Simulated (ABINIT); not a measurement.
# Sr (Strontium): phonons by linear response, part 2 of 4

How does Sr (Strontium) vibrate, and is this structure a minimum?

ABINIT 10.8.3; DFT PBEsol, scalar-relativistic, plane waves, PseudoDojo norm-conserving pseudopotentials.

So far. Step 3 (Relaxation): The volume changes by -8.3 % in this run and stands -8.3 % from the first cell. Step 4 (Self-consistent run for the response): The cell stands at -0.30 GPa: the relaxation ran with a smoothed and higher cutoff, and the difference is a stress of the finite basis. The relaxed cell has a = 5.911 Å (conventional setting).

### Step 5. Linear response at Γ

At q = 0 one unit cell holds all displacements. The response is solved for single atoms along the cell's directions, and symmetry skips those that follow from others. The crystal is treated as a metal, which screens a static field, so no field response is asked.

File dfpt_gamma.abi:

```

# common to the responses
getwfk_filepath "gso_WFK"
kptopt 2
nqpt 1
qpt 0.0 0.0 0.0
asr 0
chneut 0

# displacements
rfphon 1
rfatpol 1 1
rfdir 1 1 1
tolvrs 1.0d-10
prtwf 0

# basis, mesh and filling
ecut 28.0
ngkpt 8 8 8
nshiftk 1
shiftk 0.0 0.0 0.0
istwfk *1
occopt 7
tsmear 0.001
nband 11
nstep 100
diemac 9.0
prtebands 0
prtgsr 0

# cell and atoms
acell 7.898647163 7.898647163 7.898647163
rprim 
    0.0 0.7071067812 0.7071067812
    0.7071067812 0.0 0.7071067812
    0.7071067812 0.7071067812 0.0
ntypat 1
znucl 38
natom 1
typat 1
xred 
    0.0 0.0 0.0
pp_dirpath "./pseudo"
pseudos "Sr.upf"
```

Run with:

```console
> OMP_NUM_THREADS=1 mpirun -n 4 abinit dfpt_gamma.abi > dfpt_gamma.log
```

Numbers of over 12 decimals in the logs are rounded to 6 here.

dfpt_gamma.abo, the main output file:

```text
[banners, grids, parts of the stress and lines that vanish by symmetry left out]
- input  file    -> dfpt_gamma.abi
- output file    -> dfpt_gamma.abo
- root for input  files -> dfpt_gammai
- root for output files -> dfpt_gammao

 Symmetries : space group Fm -3 m (#225); Bravais cF (face-center cubic)
================================================================================
 Values of the parameters that define the memory need of the present run (RF).
     intxc =       0      iscf =       7    lmnmax =       6     lnmax =       6
     mgfft =      40  mpssoang =       3    mqgrid =    3001     natom =       1
  nloc_mem =       1    nspden =       1   nspinor =       1    nsppol =       1
      nsym =      48    n1xccc =    2501    ntypat =       1    occopt =       7
   xclevel =       2
-    mband =          11        mffmem =           1         mkmem =          65
-   mkqmem =          65        mk1mem =          65           mpw =        2493
      nfft =       64000          nkpt =         260
- my_mband =          11
================================================================================
================================================================================

--------------------------------------------------------------------------------
------------- Echo of variables that govern the present computation ------------
--------------------------------------------------------------------------------
-
- outvars: echo of selected default values
-   iomode0 =  0 , fftalg0 =312 , wfoptalg0 =  0
-
- outvars: echo of global parameters not present in the input file
-  max_nthreads =    1
-
 -outvars: echo values of preprocessed input variables --------
            acell      7.8986471630E+00  7.8986471630E+00  7.8986471630E+00 Bohr
              amu      8.76200000E+01
              asr           0
           chneut           0
           diemac      9.00000000E+00
             ecut      2.80000000E+01 Hartree
-          fftalg         312
           istwfk        1    0    0    0    1    0    0    0    0    0
                         0    0    0    0    0    0    0    0    0    0
                         0    0    0    0    0    0    0    0    0    1
                         0    0    0    1    0    0    0    0    0    0
                         0    0    0    0    0    0    0    0    0    0
                       outvar_i_n : Printing only first  50 k-points.
              ixc     -116133
              kpt      0.00000000E+00  0.00000000E+00  0.00000000E+00
                       1.25000000E-01  0.00000000E+00  0.00000000E+00
                       2.50000000E-01  0.00000000E+00  0.00000000E+00
                       3.75000000E-01  0.00000000E+00  0.00000000E+00
                       [...]
                       outvar_i_n : Printing only first  50 k-points.
           kptopt           2
         kptrlatt        8    0    0      0    8    0      0    0    8
          kptrlen      6.31891773E+01
P           mkmem          65
P          mkqmem          65
P          mk1mem          65
            natom           1
            nband          11
           nbdbuf           2
            ngfft          40      40      40
             nkpt         260
             nqpt           1
            nstep         100
             nsym          48
           ntypat           1
              occ      2.000000  2.000000  2.000000  2.000000  2.000000  0.000000
                       0.000000  0.000000  0.000000  0.000000  0.000000
                       2.000000  2.000000  2.000000  2.000000  2.000000  0.000000
                       0.000000  0.000000  0.000000  0.000000  0.000000
                       [...]
                       prtocc : prtvol=0, do not print more k-points.
           occopt           7
        optdriver           1
        prtebands           0
           prtgsr           0
           prtpot           1
            prtwf           0
           rfphon           1
            rprim      0.0000000000E+00  7.0710678120E-01  7.0710678120E-01
                       7.0710678120E-01  0.0000000000E+00  7.0710678120E-01
                       7.0710678120E-01  7.0710678120E-01  0.0000000000E+00
          spgroup         225
           symrel      1  0  0   0  1  0   0  0  1      -1  0  0   0 -1  0   0  0 -1
                       0 -1  1   0 -1  0   1 -1  0       0  1 -1   0  1  0  -1  1  0
                      -1  0  0  -1  0  1  -1  1  0       1  0  0   1  0 -1   1 -1  0
                       0  1 -1   1  0 -1   0  0 -1       0 -1  1  -1  0  1   0  0  1
                       [...]
           tolvrs      1.00000000E-10
           tsmear      1.00000000E-03 Hartree
            typat      1
              wtk        0.00195    0.00391    0.00391    0.00391    0.00195    0.00391
                         0.00391    0.00391    0.00391    0.00391    0.00391    0.00391
                         0.00391    0.00391    0.00391    0.00391    0.00391    0.00391
                         0.00391    0.00391    0.00391    0.00391    0.00391    0.00391
                       [...]
                       outvars : Printing only first  50 k-points.
            znucl       38.00000

================================================================================

 chkinp: Checking input parameters for consistency.

================================================================================
== DATASET  1 ==================================================================
-   mpi_nproc: 4, omp_nthreads: 1 (-1 if OMP is not activated)

--- !DatasetInfo
iteration_state: {dtset: 1, }
dimensions: {natom: 1, nkpt: 260, mband: 11, nsppol: 1, nspinor: 1, nspden: 1, mpw: 2493, }
cutoff_energies: {ecut:  28.0, pawecutdg:  -1.0, }
electrons: {nelect:   1.00000000E+01, charge:   0.00000000E+00, occopt:   7.00000000E+00, tsmear:   1.00000000E-03, }
meta: {optdriver: 1, rfphon: 1, }
...

 mkfilename: getwfk from: gso_WFK

 Real(R)+Recip(G) space primitive vectors, cartesian coordinates (Bohr,Bohr^-1):
 R(1)=  0.0000000  5.5851870  5.5851870  G(1)= -0.0895225  0.0895225  0.0895225
 R(2)=  5.5851870  0.0000000  5.5851870  G(2)=  0.0895225 -0.0895225  0.0895225
 R(3)=  5.5851870  5.5851870  0.0000000  G(3)=  0.0895225  0.0895225 -0.0895225
 Unit cell volume ucvol=  3.4845215E+02 bohr^3
 Angles (23,13,12)=  6.00000000E+01  6.00000000E+01  6.00000000E+01 degrees
 setup1 : take into account q-point for computing boxcut.

 getcut: wavevector=  0.0000  0.0000  0.0000  ngfft=  40  40  40
         ecut(hartree)=     28.000   => boxcut(ratio)=   2.12600

--- Pseudopotential description ------------------------------------------------
- pspini: atom type   1  psp file is ./pseudo/Sr.upf

   1.24645130E+02                                ecore*ucvol(ha*bohr**3)
--------------------------------------------------------------------------------

 ==>  initialize data related to q vector <==

 The list of irreducible perturbations for this q vector is:
    1)    idir= 1    ipert=   1

================================================================================

 The perturbation idir=   2  ipert=   1 is
 symmetric of a previously calculated perturbation.
 So, its SCF calculation is not needed.

 The perturbation idir=   3  ipert=   1 is
 symmetric of a previously calculated perturbation.
 So, its SCF calculation is not needed.

--------------------------------------------------------------------------------
 Perturbation wavevector (in red.coord.)   0.000000  0.000000  0.000000
 Perturbation : displacement of atom   1   along direction   1
 Found     4 symmetries that leave the perturbation invariant.
 symkpt : the number of k-points, thanks to the symmetries,
 is reduced to    95 .

--------------------------------------------------------------------------------

--------------------------------------------------------------------------------

 dfpt_looppert : total number of electrons, from k and k+q
  fully or partially occupied states are    1.000000E+01 and    1.000000E+01.
 Initialisation of the first-order wave-functions :
  ireadwf=   0

--- !BeginCycle
iteration_state: {dtset: 1, }
solver: {iscf: 7, nstep: 100, nline: 4, wfoptalg: 0, }
tolerances: {tolvrs: 1.00E-10, }
...

     iter   2DEtotal(Ha)        deltaE(Ha) residm    vres2
-ETOT  1  0.655261     -1.523E+03 7.075E+00 8.811E+01
 ETOT  2  8.21189273165146E-03 -6.470E-01 1.780E-01 1.830E+01
 ETOT  3  1.90729071641726E-03 -6.305E-03 9.596E-03 1.891E+00
 ETOT  4  1.18099882161005E-03 -7.263E-04 1.900E-03 2.098E-02
 ETOT  5  1.17890800333953E-03 -2.091E-06 1.497E-03 2.068E-03
 ETOT  6  1.17857557393108E-03 -3.324E-07 2.810E-04 3.181E-05
 ETOT  7  1.17856827159812E-03 -7.302E-09 8.642E-04 2.581E-08
 ETOT  8  1.17856826068419E-03 -1.091E-11 7.850E-05 7.529E-11

 At SCF step    8       vres2   =  7.53E-11 < tolvrs=  1.00E-10 =>converged.
================================================================================

 ----iterations are completed or convergence reached----

 Mean square residual over all n,k,spin=   29.170E-08; max=  78.497E-06

 Thirteen components of 2nd-order total energy (hartree) are
 1,2,3: 0th-order hamiltonian combined with 1st-order wavefunctions
     kin0=   1.04816507E+03 eigvalue=   1.70088401E+02  local=  -9.59799389E+02
 4,5,6: 1st-order hamiltonian combined with 1st and 0th-order wfs
 loc psp =  -1.24837094E+03  Hartree=   4.06557470E+02     xc=  -1.14970215E+02
 note that "loc psp" includes a xc core correction that could be resolved
 7,8,9: eventually, occupation + non-local contributions
    edocc=   2.07136485E+02     enl0=   7.66274174E+02   enl1=  -1.79853306E+03
 1-9 gives the relaxation energy (to be shifted if some occ is /=2.0)
   erelax=  -1.52345200E+03
 10,11,12 Non-relaxation  contributions : frozen-wavefunctions and Ewald
 fr.local=   6.37689382E+02 fr.nonlo=   8.99260957E+02  Ewald=   0.00000000E+00
 13,14 Frozen wf xc core corrections (1) and (2)
 frxc 1  =  -1.83997419E+02  frxc 2 =   1.70500259E+02
 Resulting in :
 2DEtotal=    0.1178568261E-02 Ha. Also 2DEtotal=    0.320704761587E-01 eV
    (2DErelax=   -1.5234520007E+03 Ha. 2DEnonrelax=    1.5234531793E+03 Ha)
    (  non-var. 2DEtotal :    1.1796757005E-03 Ha)

================================================================================

 ---- first-order wavefunction calculations are completed ----

 ==> Compute Derivative Database <==

  2nd-order matrix (non-cartesian coordinates, masses not included,
   asr not included )
     j1       j2             matrix element
  dir pert dir pert     real part     imaginary part

   1    1   1    1         0.0011796663         0.0000000000
   1    1   2    1         0.0005898332         0.0000000000
   1    1   3    1         0.0005898332         0.0000000000
   1    1   2    3         0.0000000000         0.0000000000
   1    1   3    3         0.0000000000         0.0000000000

   2    1   1    1         0.0005898332         0.0000000000
   2    1   2    1         0.0011796663         0.0000000000
   2    1   3    1         0.0005898332         0.0000000000
   2    1   1    3         0.0000000000         0.0000000000
   2    1   3    3         0.0000000000         0.0000000000

   3    1   1    1         0.0005898332         0.0000000000
   3    1   2    1         0.0005898332         0.0000000000
   3    1   3    1         0.0011796663         0.0000000000
   3    1   1    3         0.0000000000         0.0000000000
   3    1   2    3         0.0000000000         0.0000000000

   1    3   2    1         0.0000000000         0.0000000000
   1    3   3    1         0.0000000000         0.0000000000

   2    3   1    1         0.0000000000         0.0000000000
   2    3   3    1         0.0000000000         0.0000000000

   3    3   1    1         0.0000000000         0.0000000000
   3    3   2    1         0.0000000000         0.0000000000

  Dynamical matrix, in cartesian coordinates,
   if specified in the inputs, asr has been imposed
     j1       j2             matrix element
  dir pert dir pert     real part    imaginary part

   1    1   1    1         0.0000189084         0.0000000000
   1    1   2    1        -0.0000000000         0.0000000000
   1    1   3    1         0.0000000000         0.0000000000

   2    1   1    1        -0.0000000000         0.0000000000
   2    1   2    1         0.0000189084         0.0000000000
   2    1   3    1         0.0000000000         0.0000000000

   3    1   1    1        -0.0000000000         0.0000000000
   3    1   2    1         0.0000000000         0.0000000000
   3    1   3    1         0.0000189084         0.0000000000

  Phonon wavevector (reduced coordinates) :  0.00000  0.00000  0.00000
 Phonon energies in Hartree :
   1.088041E-05  1.088041E-05  1.088041E-05
 Phonon frequencies in cm-1    :
-  2.387974E+00  2.387974E+00  2.387974E+00

== END DATASET(S) ==============================================================
================================================================================

 -outvars: echo values of variables after computation
            acell      7.8986471630E+00  7.8986471630E+00  7.8986471630E+00 Bohr
           etotal      1.1785682607E-03
            fcart      0.0000000000E+00  0.0000000000E+00  0.0000000000E+00
           strten      0.0000000000E+00  0.0000000000E+00  0.0000000000E+00
================================================================================
```

The job ended after 15 s (4 MPI ranks of Arm Neoverse V2, shared host; 59 s of CPU time).

With one atom there are acoustic modes alone, which should vanish; they come out at 2.39 cm⁻¹ in size, the error that the sum rule removes later.

[end of part 2 of 4]

[Host names and launcher messages were left out of these logs when they were recorded.]

[Logs are printed without paths, hosts, clocks, repeated set-up lines and the standing remarks that a program may print on its own settings, such as how far it seeks lower states.]

[Hosts, paths, dates, database ids (printed as entryN), source tags and the programs' standing remarks are cut or masked in the printed files.]
